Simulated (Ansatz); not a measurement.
# BeInCl3 (model cell, started as cubic perovskite with Be in the octahedra): a soft mode frozen in, part 2 of 2

Aim: this structure of BeInCl3 (model cell, started as cubic perovskite with Be in the octahedra) is to be tested for unstable modes, and one is followed downhill.

Ansatz 0.2.0; DFT PBEsol, scalar-relativistic, plane waves, PAW; PAW set soft_1.

So far, highest frequency on the path or at a solved wavevector (cm⁻¹): step 2 (response at finite wavevector) 361. Also lowest frequency on the path (cm⁻¹): step 2 -289.

The structure was built from a prototype and need not be the compound's stable phase.

### 4. The mode frozen in, largest atomic shift 0.22 Å

The atoms are moved along the unstable eigenvector, the largest shift by 0.22 Å, with the cell fixed.

The input, input.yaml:

```yaml
crystal:
  lattice:
    - [4.5855703072, 0.0, 0.0]
    - [0.0, 4.5855703072, -4.5855703072]
    - [0.0, 9.1711406144, 9.1711406144]
  atoms:
    - { symbol: In, position: [0.0001401687, 0.0, 0.0] }
    - { symbol: In, position: [0.0, 0.5, 0.25] }
    - { symbol: In, position: [-0.0001401687, 0.0, 0.5] }
    - { symbol: In, position: [0.0, 0.5, 0.75] }
    - { symbol: Be, position: [0.5, 0.0, 0.25] }
    - { symbol: Be, position: [0.4520234158, 0.5, 0.5] }
    - { symbol: Be, position: [0.5, 0.0, 0.75] }
    - { symbol: Be, position: [0.5479765842, 0.5, 0.0] }
    - { symbol: Cl, position: [0.4987967679, 0.25, 0.125] }
    - { symbol: Cl, position: [0.5012032321, 0.75, 0.375] }
    - { symbol: Cl, position: [0.5012032321, 0.25, 0.625] }
    - { symbol: Cl, position: [0.4987967679, 0.75, 0.875] }
    - { symbol: Cl, position: [0.4987967679, 0.75, 0.125] }
    - { symbol: Cl, position: [0.5012032321, 0.25, 0.375] }
    - { symbol: Cl, position: [0.5012032321, 0.75, 0.625] }
    - { symbol: Cl, position: [0.4987967679, 0.25, 0.875] }
    - { symbol: Cl, position: [0.0, 0.0, 0.25] }
    - { symbol: Cl, position: [0.0090933232, 0.5, 0.5] }
    - { symbol: Cl, position: [0.0, 0.0, 0.75] }
    - { symbol: Cl, position: [-0.0090933232, 0.5, 0.0] }
kpoints:
  mp_grid: { grid: [6, 4, 2] }
hamiltonian:
  xc: pbesol
  pseudopotentials: { kind: paw, azcp: { folder: soft_1 }, xc_functional: pbe }
scf:
  occupations: { method: gaussian, width: 0.02 }
output:
  forces: true
  stress: true
  eigenvalues: true
```

The run is started by

```
> ansatz run input.yaml --threads 4 --pin off --max-ram 16384MiB --backend cpu --events-out ev --progress --plain --runs-dir out
```

Numbers of over 12 decimals in the logs are rounded to 6 here.

The log of the run:

```text
[...]
Crystal: 20 atoms, lattice volume = 385.691 Å³
Basis set: ecut = 420 eV, 7573 PW (Γ), exchange–correlation on 64×90×180 points (8 copies of the dense FFT grid, shifted against one another)
Bands: 92, of which v1, the nominal top of the filled ones, is band 72 counted from 1 (71 counted from 0)
Symmetry: 8 space group operations
[...]
k-points: 24 of 48
[...]
k-point 0: bands = [... 68 lower, 4.9850, 5.4732, 5.5068, 5.8213, 7.8246, 9.2557, 9.2727, 9.8070, ... 7 higher]
  k-point 1: bands = [... 68 lower, 4.7410, 4.7410, 5.8686, 5.8686, 8.3480, 8.3480, 9.8333, 9.8333, ... 7 higher]
  k-point 2: bands = [... 68 lower, 4.7410, 5.7373, 5.7559, 5.8685, 8.3482, 9.3590, 9.3613, 9.8348, ... 7 higher]
  k-point 23: bands = [... 68 lower, 5.5137, 5.5137, 5.5240, 5.5240, 9.9876, 9.9876, 10.1675, 10.1675, ... 7 higher]
[key lines of the parts left out:]
SCF converged after 8 iterations
Free energy (F): -35211.466137 eV
Fermi energy:    6.976969 eV
P = ⅓ Tr σ = 0.4267 GPa (4.267 kbar)
```

Run time: 16 s. Hardware: 4 threads of Arm Neoverse V1, shared host; peak memory 1.4 GiB.

This step gave:

```yaml
pressure: 0.4267 GPa
gap_on_the_k_mesh: 1.695 eV
energy_from_the_undistorted_cell: -4.675 meV/atom
```

The energy, extrapolated to zero smearing, is -4.67 meV/atom against the undistorted cell.

The run ends at a pressure of 0.43 GPa, with forces up to 0.16 eV/Å.

### 5. Energy along the mode, all amplitudes (two of the runs are shown above)

An imaginary frequency means negative curvature, so the energy should fall and then rise again as anharmonic terms take over.

This step gave:

```
depth at the lowest point sampled  : 4.675 meV/atom
largest atomic shift at that point : 0.22 Å
```

Table of energy from the parent by largest atomic shift:

```csv
largest atomic shift (Å),energy from the parent (meV/atom)
0.000,0
0.040,-0.242
0.080,-0.931
0.140,-2.55
0.220,-4.67
0.320,-3.33
0.450,18.7
```

Displacement at unit largest shift by atom:

```csv
atom,x (Å),y (Å),z (Å),size
In1,0.00,0.00,0.00,0.00
In2,0.00,0.00,0.00,0.00
In3,0.00,0.00,0.00,0.00
In4,0.00,0.00,0.00,0.00
Be5,0.00,0.00,0.00,0.00
Be6,-1.00,0.00,0.00,1.00
Be7,0.00,0.00,0.00,0.00
Be8,1.00,0.00,0.00,1.00
Cl9,-0.03,0.00,0.00,0.03
Cl10,0.03,0.00,0.00,0.03
Cl11,0.03,0.00,0.00,0.03
Cl12,-0.03,0.00,0.00,0.03
Cl13,-0.03,0.00,0.00,0.03
Cl14,0.03,0.00,0.00,0.03
Cl15,0.03,0.00,0.00,0.03
Cl16,-0.03,0.00,0.00,0.03
Cl17,0.00,0.00,0.00,0.00
Cl18,0.19,0.00,0.00,0.19
Cl19,0.00,0.00,0.00,0.00
Cl20,-0.19,0.00,0.00,0.19
```

The lowest of the steps tried is at 0.22 Å, 4.67 meV/atom below the parent; the bottom of the well need not coincide with a step.

### 6. Relaxing from the distorted cell

Starting from the lowest point found, all atoms and the cell are let go, so that strain and other modes of the same symmetry can join in.

input.yaml, as its differences from that of step 4:

```diff
@@ -32,3 +32,3 @@
 scf:
-  occupations: { method: gaussian, width: 0.02 }
+  occupations: { method: fixed }
 output:
@@ -37 +37,6 @@
   eigenvalues: true
+relax:
+  adjacent_minimum: "off"
+  f_tol: 0.002
+  max_steps: 120
+  cell: { stress_tol: 0.03 }
```

The log of the run:

```text
[...]
Crystal: 20 atoms, lattice volume = 385.691 Å³
Basis set: ecut = 420 eV, 7573 PW (Γ), exchange–correlation on 64×90×180 points (8 copies of the dense FFT grid, shifted against one another)
Bands: 92, of which v1, the nominal top of the filled ones, is band 72 counted from 1 (71 counted from 0)
Symmetry: 8 space group operations
[...]
k-points: 24 of 48
[...]
SCF iter   1: F=—  HF=-35217.441500 eV  |F-HF|=—  |Δ(HF+E_count)|=         —  Δρ=4.17e-2  dr2=1.30e1  ethr=3.10e-3  ⟨swp⟩=4.9  Hψ=7472  notcnv=0  defer=408
[...]
SCF iter   8: F=-35211.466137 eV  HF=-35211.466137 eV  |F-HF|=7.72e-9  |Δ(HF+E_count)|=   1.33e-7  Δρ=1.99e-6  dr2=1.88e-8  ethr=6.94e-11  ⟨swp⟩=17.4  Hψ=15414  notcnv=0
SCF 1 converged in 8 iterations: F = -35211.466137 eV  dr2 = 1.88e-8
[...]
relax step   1: F+E_penalty+E_count = -35211.46613673 eV  Δ(F+E_penalty+E_count) = +0.000e0 eV  max|allowed force component| = 1.624e-1 eV/Å  Δτ_max = 0.0000 Å  P = +0.427 GPa  Ω = 385.691 Å³  (8 SCF iters, dr2 threshold 1.00e-7 eV, accepted)
Crystal: 20 atoms, lattice volume = 388.926 Å³
Basis set: ecut = 420 eV, 7633 PW (Γ), exchange–correlation on 64×90×180 points (8 copies of the dense FFT grid, shifted against one another)
[...]
iter 1 solved again at ethr=2.06e-6 eV; its pass at ethr=3.10e-3 eV (dr2=2.96e-3 eV) is discarded
[...]
SCF iter   4: F=-35211.500729 eV  HF=-35211.500730 eV  |F-HF|=4.63e-7  |Δ(HF+E_count)|=   4.69e-6  Δρ=1.92e-5  dr2=1.41e-6  ethr=1.39e-9  ⟨swp⟩=13.0  Hψ=15653  notcnv=0
SCF 2 converged in 4 iterations: F = -35211.500729 eV  dr2 = 1.41e-6
relax step   2: F+E_penalty+E_count = -35211.50072921 eV  Δ(F+E_penalty+E_count) = -3.459e-2 eV  max|allowed force component| = 2.382e-1 eV/Å  Δτ_max = 0.0307 Å  P = +0.038 GPa  Ω = 388.926 Å³  energy of the carried Pulay correction = -2.753e-4 eV  (4 SCF iters, dr2 threshold 2.00e-6 eV, accepted)
Crystal: 20 atoms, lattice volume = 397.744 Å³
Basis set: ecut = 420 eV, 7743 PW (Γ), exchange–correlation on 64×90×180 points (8 copies of the dense FFT grid, shifted against one another)
[...]
SCF iter   5: F=-35211.592198 eV  HF=-35211.592198 eV  |F-HF|=1.23e-7  |Δ(HF+E_count)|=   3.03e-6  Δρ=1.90e-5  dr2=1.59e-6  ethr=1.39e-9  ⟨swp⟩=15.0  Hψ=14818  notcnv=0
SCF 3 converged in 5 iterations: F = -35211.592198 eV  dr2 = 1.59e-6
relax step   3: F+E_penalty+E_count = -35211.59219831 eV  Δ(F+E_penalty+E_count) = -9.147e-2 eV  max|allowed force component| = 1.093e-1 eV/Å  Δτ_max = 0.0981 Å  P = -0.437 GPa  Ω = 397.744 Å³  energy of the carried Pulay correction = -1.014e-3 eV  (5 SCF iters, dr2 threshold 2.00e-6 eV, accepted)
[...]
relax step   4: F+E_penalty+E_count = -35211.60821922 eV  Δ(F+E_penalty+E_count) = -1.602e-2 eV  max|allowed force component| = 1.809e-1 eV/Å  Δτ_max = 0.0572 Å  P = +0.163 GPa  Ω = 396.263 Å³  energy of the carried Pulay correction = -8.914e-4 eV  (5 SCF iters, dr2 threshold 1.12e-6 eV, accepted)
[...]
relax step   5: F+E_penalty+E_count = -35211.61581839 eV  Δ(F+E_penalty+E_count) = -7.599e-3 eV  max|allowed force component| = 2.434e-2 eV/Å  Δτ_max = 0.0364 Å  P = +0.022 GPa  Ω = 396.234 Å³  energy of the carried Pulay correction = -8.890e-4 eV  (4 SCF iters, dr2 threshold 2.00e-6 eV, accepted)
[...]
relax step   6: F+E_penalty+E_count = -35211.61624090 eV  Δ(F+E_penalty+E_count) = -4.225e-4 eV  max|allowed force component| = 1.159e-2 eV/Å  Δτ_max = 0.0113 Å  P = -0.029 GPa  Ω = 396.757 Å³  energy of the carried Pulay correction = -9.324e-4 eV  (5 SCF iters, dr2 threshold 3.70e-8 eV, accepted)
[...]
relax step   7: F+E_penalty+E_count = -35211.61654264 eV  Δ(F+E_penalty+E_count) = -3.017e-4 eV  max|allowed force component| = 1.946e-3 eV/Å  Δτ_max = 0.0183 Å  P = -0.000 GPa  Ω = 396.588 Å³  energy of the carried Pulay correction = -9.183e-4 eV  (6 SCF iters, dr2 threshold 8.40e-9 eV, accepted)
[...]
relax step   8: F+E_penalty+E_count = -35211.61654771 eV  Δ(F+E_penalty+E_count) = -5.070e-6 eV  max|allowed force component| = 3.983e-3 eV/Å  Δτ_max = 0.0025 Å  P = -0.008 GPa  Ω = 396.594 Å³  energy of the carried Pulay correction = -9.189e-4 eV  (6 SCF iters, accepted)
[...]
relax step   9: F+E_penalty+E_count = -35211.61656545 eV  Δ(F+E_penalty+E_count) = -1.774e-5 eV  max|allowed force component| = 2.841e-4 eV/Å  Δτ_max = 0.0009 Å  P = +0.002 GPa  Ω = 396.528 Å³  energy of the carried Pulay correction = -9.134e-4 eV  (5 SCF iters, dr2 threshold 9.92e-10 eV, accepted)
Basis set: ecut = 420 eV, 7815 PW (Γ), exchange–correlation on 72×90×180 points (8 copies of the dense FFT grid, shifted against one another)
[...]
SCF iter   6: F=-35211.617803 eV  HF=-35211.617803 eV  |F-HF|=1.46e-11  |Δ(HF+E_count)|=  7.28e-12  Δρ=5.07e-8  dr2=2.09e-11  ethr=1.00e-12  ⟨swp⟩=16.3  Hψ=15232  notcnv=0
SCF 10 converged in 6 iterations: F = -35211.617803 eV  dr2 = 2.09e-11
relax step  10: F+E_penalty+E_count = -35211.61780331 eV  Δ(F+E_penalty+E_count) = -1.238e-3 eV  max|allowed force component| = 3.424e-4 eV/Å  Δτ_max = 0.0000 Å  P = +0.001 GPa  Ω = 396.528 Å³  stress off target by 4.64e-3 GPa  SCF on the basis re-selected at this cell (its energy is not comparable with the rows above)  (6 SCF iters)
basis re-selected at this cell: Δ(F+E_penalty+E_count) = -1.238e-3 eV, ΔP = -0.000 GPa vs the last step (what re-selecting the basis moved, of the pressure what is left beyond the Pulay correction that the steps carried, after the strain that the cell walked since its last selection, with what the two solves' SCF thresholds leave and, on support functions, any second-order correction that the steps lacked; it is no measure of the basis error at this ecutwfc). The dense FFT grid was sized anew with the basis: this SCF ran on 36×45×90 points, the steps before it on 32×45×90, so part of this shift can come from that change (see relax.cell in the input reference). [rest of the remark cut]
SCF converged after 6 iterations
Free energy (F): -35211.617803 eV
[...]
Internal energy: -35211.617803 eV  (E = F + TS)
E sigma→0 (E₀):  -35211.617803 eV
Fermi energy:    5.884201 eV
[...]
--- Forces (eV/Å), atoms counted from 1 ---
  atom   1  In    -0.00011461     0.00000000     0.00000000
  atom   2  In    -0.00000000    -0.00000000    -0.00000000
  atom   3  In     0.00011461    -0.00000000    -0.00000000
  atom   4  In    -0.00000000     0.00000000     0.00000000
  atom   5  Be    -0.00000000    -0.00000000     0.00000000
  atom   6  Be     0.00034237    -0.00000000    -0.00000000
  atom   7  Be     0.00000000     0.00000000    -0.00000000
  atom   8  Be    -0.00034237     0.00000000     0.00000000
  atom   9  Cl    -0.00005182     0.00008677    -0.00014158
  atom  10  Cl     0.00005182    -0.00008677     0.00014158
  atom  11  Cl     0.00005182     0.00008677    -0.00014158
  atom  12  Cl    -0.00005182    -0.00008677     0.00014158
  atom  13  Cl    -0.00005182    -0.00014158     0.00008677
  atom  14  Cl     0.00005182     0.00014158    -0.00008677
  atom  15  Cl     0.00005182    -0.00014158     0.00008677
  atom  16  Cl    -0.00005182     0.00014158    -0.00008677
  atom  17  Cl    -0.00000000     0.00000000     0.00000000
  atom  18  Cl    -0.00024669    -0.00000000    -0.00000000
  atom  19  Cl     0.00000000    -0.00000000     0.00000000
  atom  20  Cl     0.00024669     0.00000000     0.00000000
  max |Σ_I F_I| component: 1.30e-18 eV/Å
--- Stress (GPa, compression-positive) ---
        0.004641      -0.000000      -0.000000
       -0.000000      -0.000335       0.000163
       -0.000000       0.000163      -0.000335
  P = ⅓ Tr σ = 0.0013 GPa (0.013 kbar)
--- Band table (eV; the first three rows and the last of 24) ---
  k-point 0: bands = [... 68 lower, 4.9176, 5.0191, 5.1287, 5.2585, 7.5055, 9.0052, 9.0695, 9.1919, ... 16 higher]
  k-point 1: bands = [... 68 lower, 4.6605, 4.6605, 5.2459, 5.2459, 8.0443, 8.0443, 9.5114, 9.5114, ... 16 higher]
  k-point 2: bands = [... 68 lower, 4.6585, 5.2455, 5.4358, 5.5131, 8.0449, 9.0480, 9.1191, 9.5262, ... 16 higher]
  k-point 23: bands = [... 68 lower, 5.2608, 5.2608, 5.2957, 5.2957, 9.5671, 9.5671, 9.7705, 9.7705, ... 16 higher]
--- Relaxed structure (9 steps of the walk, 9 accepted, 1 SCFs on fresh bases) ---
  F+E_penalty+E_count = -35211.61780331 eV   max|allowed force component| = 3.424e-4 eV/Å   (the final SCF, on the basis selected at the relaxed cell)
  cell:  # Å, volume = 396.5282 Å³
    - [4.897882, 0, 0]
    - [0, 4.498413, -4.498413]
    - [0, 8.998632, 8.998632]
  atoms:
    - { symbol: In, position: [0.013194, 0, 0] }
    - { symbol: In, position: [-2.719034743400674e-19, 0.5, 0.250000] }
    - { symbol: In, position: [-0.013194, 0.0, 0.5] }
    - { symbol: In, position: [-2.719034743400676e-19, 0.5, 0.750000] }
    - { symbol: Be, position: [0.5, 0.0, 0.25] }
    - { symbol: Be, position: [0.419032, 0.500000, 0.500000] }
    - { symbol: Be, position: [0.5, 0.0, 0.750000] }
    - { symbol: Be, position: [0.580968, 0.5, 0.0] }
    - { symbol: Cl, position: [0.490820, 0.250271, 0.124931] }
    - { symbol: Cl, position: [0.509180, 0.749729, 0.375069] }
    - { symbol: Cl, position: [0.509180, 0.250271, 0.624931] }
    - { symbol: Cl, position: [0.490820, 0.749729, 0.875069] }
    - { symbol: Cl, position: [0.490820, 0.749729, 0.124931] }
    - { symbol: Cl, position: [0.509180, 0.250271, 0.375069] }
    - { symbol: Cl, position: [0.509180, 0.749729, 0.624931] }
    - { symbol: Cl, position: [0.490820, 0.250271, 0.875069] }
    - { symbol: Cl, position: [-2.7190347434006743e-19, 0.0, 0.25] }
    - { symbol: Cl, position: [0.019875, 0.500000, 0.500000] }
    - { symbol: Cl, position: [-2.7190347434006734e-19, 0.0, 0.750000] }
    - { symbol: Cl, position: [-0.019875, 0.5, 0.0] }
```

The job ended after 2.9 min (4 threads; peak memory 1.4 GiB; 11 min of CPU time).

The steps of the relaxation:

```csv
step,energy less that of the first step (eV),largest force component (eV/Å),pressure (GPa),volume (Å³)
1,0.0000,0.1624,0.43,385.69
2,-0.0346,0.2382,0.04,388.93
3,-0.1261,0.1093,-0.44,397.74
4,-0.1421,0.1809,0.16,396.26
5,-0.1497,0.0243,0.02,396.23
6,-0.1501,0.0116,-0.03,396.76
7,-0.1504,0.0019,0.00,396.59
8,-0.1504,0.0040,-0.01,396.59
9,-0.1504,0.0003,0.00,396.53
10*,-0.1517,0.0003,0.00,396.53
```

Relaxation steps marked * repeat the geometry before them on a plane-wave basis chosen anew for their cell, so energy and pressure can jump there.

Forces are held to the 8 operations that the run works with; a distortion that breaks them can't arise in this run.

```csv
cell as run,before,after,change
a (Å),4.586,4.898,+6.8 %
b (Å),6.485,6.362,-1.9 %
c (Å),12.970,12.726,-1.9 %
volume (Å³/atom),19.28,19.83,+2.8 %
```

The atoms that moved most (Å, as changes of fractional coordinates times the final cell):

```csv
atom,dx,dy,dz,length
Be8,0.162,0.000,0.000,0.162
Be6,-0.162,0.000,0.000,0.162
In3,-0.064,0.000,0.000,0.064
In1,0.064,0.000,0.000,0.064
Cl18,0.053,0.000,0.000,0.053
Cl20,-0.053,0.000,0.000,0.053
Cl9,-0.039,0.001,-0.002,0.039
Cl13,-0.039,-0.002,0.001,0.039
```

Final coordinates:

```xyz
20
Lattice="4.8979 0.0000 0.0000 0.0000 4.4984 -4.4984 0.0000 8.9986 8.9986" Properties=species:S:1:pos:R:3 pbc="T T T"
In    0.0646    0.0000    0.0000
In    0.0000    4.4989    0.0005
In   -0.0646    4.4993    4.4993
In    0.0000    8.9982    4.4998
Be    2.4489    2.2497    2.2497
Be    2.0524    6.7485    2.2501
Be    2.4489    6.7490    6.7490
Be    2.8455    2.2492   -2.2492
Cl    2.4040    2.2500   -0.0016
Cl    2.4939    6.7477    0.0025
Cl    2.4939    6.7493    4.4977
Cl    2.4040   11.2470    4.5018
Cl    2.4040    4.4968   -2.2484
Cl    2.4939    4.5009    2.2493
Cl    2.4939    8.9961    2.2509
Cl    2.4040    9.0002    6.7486
Cl    0.0000    2.2497    2.2497
Cl    0.0973    6.7485    2.2501
Cl    0.0000    6.7490    6.7490
Cl   -0.0973    2.2492   -2.2492
```

This step gave:

* pressure: 0.001324 GPa
* gap on the k-mesh: 1.621 eV
* volume per atom: 19.83 Å³

The distorted start has space group Pmma; the relaxation ends in Pmma.

### 7. The phases reached

The phases reached along the modes that were followed are set side by side.

Energies are those of the first relaxation, on the mesh of the frozen mode; space group, volume and gap are those of the last relaxation. Phases, by row:

```csv
mode frozen in,space group,energy from parent (meV/atom),volume (Å³/atom),gap on mesh (eV),lowest zone-centre optical mode (cm⁻¹),largest shift (Å)
parent,Pm-3m,0,19.29,1.689,–,–
"q = (0, 0, 0), 289i cm⁻¹",P4mm,-54.04,21.3,1.73,-283,0.417
"q = (0, 0, 0), 289i cm⁻¹",R3m,-178,25.3,3.354,11.6,1.024
"q = (0, 0, 0), 289i cm⁻¹",Amm2,-213.6,22.93,1.443,10,0.73
"q = (0, 0.25, 0.25), 283i cm⁻¹",Pmma,-12.26,19.83,1.621,–,0.397
```

### 8. Outcome

* unstable mode of the parent: q = (0, 0.25, 0.25), 283i cm⁻¹
* depth at the lowest point sampled: 4.67 meV/atom
* largest atomic shift at that point: 0.22 Å
* space group reached (within 0.01 Å): Pmma
* energy gained over the parent (first relaxation, on the mesh of the frozen mode): 12.3 meV/atom
* volume per atom, phase reached: 19.8 Å³
* gap on the k-mesh, phase reached: 1.62 eV

Along this mode the structure falls into Pmma, 12.3 meV/atom below the parent. At the parent's cell the well is 4.675 meV/atom deep on the steps tried, with its lowest point at a shift of 0.22 Å. Relaxing atoms and cell changes the gain by +7.58 meV/atom against the lowest step (energies at zero smearing). Most of the total comes from this relaxation. The modes of the phase reached were not computed on this path. Of the 4 patterns followed to their end from this parent, this one ends 201 meV/atom above the lowest, Amm2. Each path keeps the symmetry of its pattern, so a lower phase may lie along a pattern not tried. The PAW files were made for PBE and serve the other functionals too. The starting cell was built on a prototype and not taken from a measurement, so the phase need not exist.

[Logs are printed without paths, hosts, clocks, repeated set-up lines and the standing remarks that a program may print on its own settings, such as how far it seeks lower states.]

[Hosts, paths, dates, database ids (printed as entryN), source tags and the programs' standing remarks are cut or masked in the printed files.]
